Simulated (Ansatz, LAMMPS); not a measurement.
# Glassy 63SiO2-16Na2O-21K2O (mol %) (114 atoms): support functions against a reference, part 3 of 3

Wanted: errors and times of a linear-scaling basis for glassy 63SiO2-16Na2O-21K2O (mol %) (114 atoms). A setting counts as converged where the r.m.s. difference of forces stays under 1 % of the r.m.s. force.

Ansatz 0.2.0; Kohn-Sham DFT, PBE, PAW (set soft_2), plane waves.

The cell: 24 Si, 12 Na, 16 K and 62 O. The quench rate of 10 K/ps is many orders above laboratory rates. The starting topology of bonds comes from the classical model. Sampling is at Γ alone, for a cell whose shortest periodic width is 12 Å.

So far. Step 8 (Support functions medium, radius 3.86 Å): Forces differ from the reference by 0.44 meV/Å r.m.s., 0.033 % of their size, well within a tolerance of 1 %; the energy by -4.1 meV/atom. It took roughly 5.4 times the reference's time (one timing each, with unlike analyses asked), in 14 cycles against 9. Step 9 (Another try, on a changed input): The fault in the input: a grid far too coarse (support_functions.spacing = 0.45). The fix is to leave the spacing at the level's default.

### Step 11. The reference in detail (continued)

ELF in the ac plane at fractional y = 0.497, with atoms of Si and Na and K and O within 0.2 Å of it. It is the smooth field of the valence electrons, not physical close to the nuclei.

Values, 13 rows by 16 columns, each cell a mean:
```
0.11 0.09 0.32 0.54 0.24 0.48 0.61 0.24 0.03 0.04 0.01 0.04 0.02 0.09 0.10 0.11
0.23 0.30 0.10 0.03 0.46 0.76 0.70 0.50 0.14 0.21 0.06 0.02 0.16 0.65 0.66 0.32
0.20 0.30 0.11 0.02 0.23 0.54 0.59 0.27 0.52 0.63 0.19 0.07 0.26 0.77 0.66 0.56
0.60 0.77 0.52 0.04 0.13 0.38 0.31 0.15 0.40 0.46 0.10 0.37 0.12 0.49 0.53 0.21
0.43 0.65 0.29 0.09 0.26 0.71 0.57 0.14 0.13 0.10 0.02 0.09 0.12 0.05 0.06 0.14
0.50 0.24 0.66 0.67 0.35 0.31 0.20 0.39 0.78 0.74 0.14 0.62 0.74 0.38 0.33 0.73
0.48 0.31 0.75 0.69 0.49 0.06 0.02 0.57 0.80 0.80 0.20 0.74 0.69 0.61 0.33 0.65
0.07 0.05 0.26 0.32 0.10 0.01 0.01 0.08 0.28 0.21 0.05 0.28 0.37 0.26 0.16 0.11
0.01 0.14 0.73 0.81 0.47 0.02 0.03 0.08 0.16 0.05 0.34 0.42 0.09 0.40 0.40 0.07
0.19 0.14 0.65 0.82 0.37 0.06 0.19 0.26 0.16 0.06 0.55 0.76 0.19 0.11 0.10 0.05
0.41 0.34 0.08 0.14 0.09 0.30 0.26 0.18 0.43 0.47 0.17 0.17 0.03 0.04 0.06 0.06
0.16 0.11 0.49 0.69 0.30 0.20 0.22 0.33 0.77 0.82 0.56 0.05 0.01 0.03 0.12 0.32
0.29 0.17 0.82 0.76 0.67 0.04 0.04 0.11 0.49 0.62 0.26 0.01 0.00 0.01 0.33 0.51
```
Columns run along a (11.8 Å), rows up along c (11.8 Å). Atoms in or near the plane, at fractional coordinates: Si at (0.45, 0.76), Na at (0.96, 0.05), K at (0.54, 0.52), K at (0.20, 0.04), O at (0.19, 0.52), O at (0.88, 0.81), O at (0.37, 0.87).

Mean intrinsic-atomic-orbital charges: K +0.86, Na +0.79, O -1.01, Si +1.65 e.

### Step 12. Structure statistics

These statistics describe the geometry on which the runs were made.

Density 2.61 g/cm³, 14.32 Å³ an atom.

g(r), total and by pair (bins of 0.2 Å):

```csv
r (Å),total,O-O,O-Si,O-K,O-Na,Si-Si,Si-K
1.40,0.05,0.00,0.20,0.00,0.00,0.00,0.00
1.60,3.45,0.00,15.00,0.00,0.00,0.00,0.00
1.80,0.20,0.00,0.86,0.00,0.00,0.00,0.00
2.00,0.07,0.00,0.00,0.00,0.62,0.00,0.00
2.20,0.28,0.00,0.00,0.00,2.46,0.00,0.00
2.40,0.49,0.22,0.08,0.21,2.99,0.00,0.00
2.60,2.11,5.48,0.00,1.81,1.46,0.00,0.00
2.80,1.10,1.55,0.05,3.00,0.80,0.00,0.00
3.00,0.72,0.11,0.00,2.05,0.29,2.42,0.93
3.20,0.95,0.63,0.17,0.96,0.68,5.11,0.33
3.40,0.91,0.64,0.79,0.67,0.15,0.40,2.66
3.60,1.07,0.79,1.44,0.51,0.88,0.00,2.89
3.80,0.96,0.75,1.27,0.82,0.92,0.00,1.73
4.00,1.14,0.78,1.93,0.86,0.81,0.85,1.82
4.20,1.10,0.94,1.88,0.78,1.14,0.64,0.67
4.40,1.03,1.01,1.02,0.94,1.41,1.05,1.31
4.60,0.90,0.98,0.66,0.93,1.66,0.64,0.40
4.80,1.02,1.14,0.81,1.22,1.33,1.37,0.43
5.00,1.08,1.32,0.80,1.28,1.16,1.17,0.69
5.20,1.11,1.45,0.89,1.12,0.90,1.82,0.31
5.40,0.89,0.99,0.95,1.02,0.48,0.77,0.45
5.60,0.84,0.83,0.95,0.88,0.58,1.23,0.55
5.80,0.96,0.86,0.95,0.87,0.96,0.87,1.21
```

Bonds by pair of elements; cutoffs follow the first minimum of g(r), held within bounds set by covalent radii, and pairs that aren't listed don't count as bonded:

```csv
pair A-B,cutoff (Å),bonds,mean length (Å),spread (Å),shortest (Å),B about A,A about B
O-Si,2.12,96,1.62,0.056,1.49,1.55,4
O-K,3.38,103,2.89,0.209,2.46,1.66,6.44
O-Na,2.98,56,2.43,0.205,2.05,0.903,4.67
```

How many atoms have how many bonded neighbours:

```csv
element,mean,2,3,4,5,6,7,8,9
K,6.44,0,0,0,3,7,3,2,1
Na,4.67,0,1,5,5,0,0,1,0
O,4.11,6,18,14,11,13,0,0,0
Si,4,0,0,24,0,0,0,0,0
```

Oxygen atoms by the number of network formers (Si, P, Ge, B, Al, As, Ga) bound to them:

```csv
network formers bound to O,O atoms,per cent
0,0,0
1,28,45.2
2,34,54.8
```

Network units: each former by its oxygen neighbours and how many of them bridge to another former:

```csv
former,O neighbours,bridging O,atoms
Si,4,1,2
Si,4,2,5
Si,4,3,12
Si,4,4,5
```

Rings of the network by King's shortest-path rule, up to 12 atoms, one path for each pair of neighbours; H, halogens, alkali and alkaline-earth atoms are left out:

```csv
ring size (atoms),rings,per network atom
10,4,0.047
12,4,0.047
```

Among the first-shell peaks of g(r) are those at about 2.6 Å (O-O), 1.6 Å (O-Si), 2.8 Å (O-K), 2.5 Å (O-Na) and 3.1 Å (Si-Si). Counting bonds as in the table, 44 % of K atoms have 6, 42 % of Na atoms have 4 and as many 5, 29 % of O atoms have 3 and all Si atoms have 4 bonded neighbours. 55 % of the oxygens bridge two formers and 45 % are non-bridging. The commonest Si unit has 4 oxygens, 3 of them shared with other formers (12 of 24 atoms). Rings of 10 and 12 atoms are the most common (50 % each of those counted); sizes run from 10 to 12, where the search stops.

The surroundings of O113, which has 6 bonded neighbours where the commonest count for O is 3, nearest first, numbered as they follow in the input and with coordinates relative to it.

```csv
atom,x,y,z,distance (Å),bonds,intrinsic-atomic-orbital charge (e),Fx,Fy,Fz (eV/Å)
O113,0.00,0.00,0.00,0.00,6,-1.14,1.26,0.25,-2.83
Si11,-0.81,-0.08,1.33,1.56,4,1.60,-1.94,0.10,1.89
Na28,1.78,-1.04,-0.68,2.17,5,0.77,0.72,-0.01,0.01
Na27,1.42,1.74,-0.24,2.26,4,0.77,-0.16,0.29,0.74
Na31,-0.83,-1.47,-1.87,2.51,4,0.77,-0.27,0.43,0.59
O78,-2.35,-0.60,0.92,2.60,4,-0.93,0.67,1.08,0.93
O62,-0.88,1.43,2.01,2.62,4,-0.94,-0.87,-0.55,-1.97
K37,-1.33,1.89,-1.28,2.64,6,0.87,-0.13,-0.08,-0.14
O65,-0.32,-1.07,2.44,2.68,3,-1.03,0.60,-1.13,0.56
```

### Step 13. What came out

```
free energy per atom                             : -815.6990 eV/atom
pressure                                         : 6.787 GPa
r.m.s. force component                           : 1.336 eV/Å
gap (highest filled to lowest empty level) : 2.996 eV
wall time of the 6 DFT runs                      : 6.3 min
```

Against plane waves at 420 eV, the forces differ by 0.46 meV/Å (0.035 %) with support functions medium. At 114 atoms the fastest of the runs at a preset level, support functions low, takes roughly 4.6 times the time of plane waves (whose run also made extra analyses), in 13 SCF cycles against 9. Differences between support functions and plane waves include what basis error the plane-wave run still has. The force difference hardly changes among these support-function runs, which points to the basis of the plane-wave reference as its main source.

The highest filled and lowest empty levels differ by 3.00 eV (at Γ alone); a semilocal functional tends to put such gaps too low. In a disordered cell it changes from sample to sample, and tail or defect levels can set it. Counting bonds as in the table, 44 % of K atoms have 6, 42 % of Na atoms have 4 and as many 5, 29 % of O atoms have 3 and all Si atoms have 4 bonded neighbours. 55 % of the oxygens bridge two formers and 45 % are non-bridging.

Caveats: The force components of 1.3 eV/Å r.m.s. hold both thermal displacement and the mismatch between the potential that made the cell and DFT. The pressure of 6.8 GPa is that of one thermal frame, in which the classical model's bond lengths enter as well as the volume, without the kinetic term. The pressure of a single frame lacks the kinetic term.

[Long decimals in the printed logs are rounded to 6 places.]

[Logs are printed without paths, hosts, clocks, repeated set-up lines and the standing remarks that a program may print on its own settings, such as how far it seeks lower states.]

[Hosts, paths, dates, database ids (printed as entryN), source tags and the programs' standing remarks are cut or masked in the printed files.]
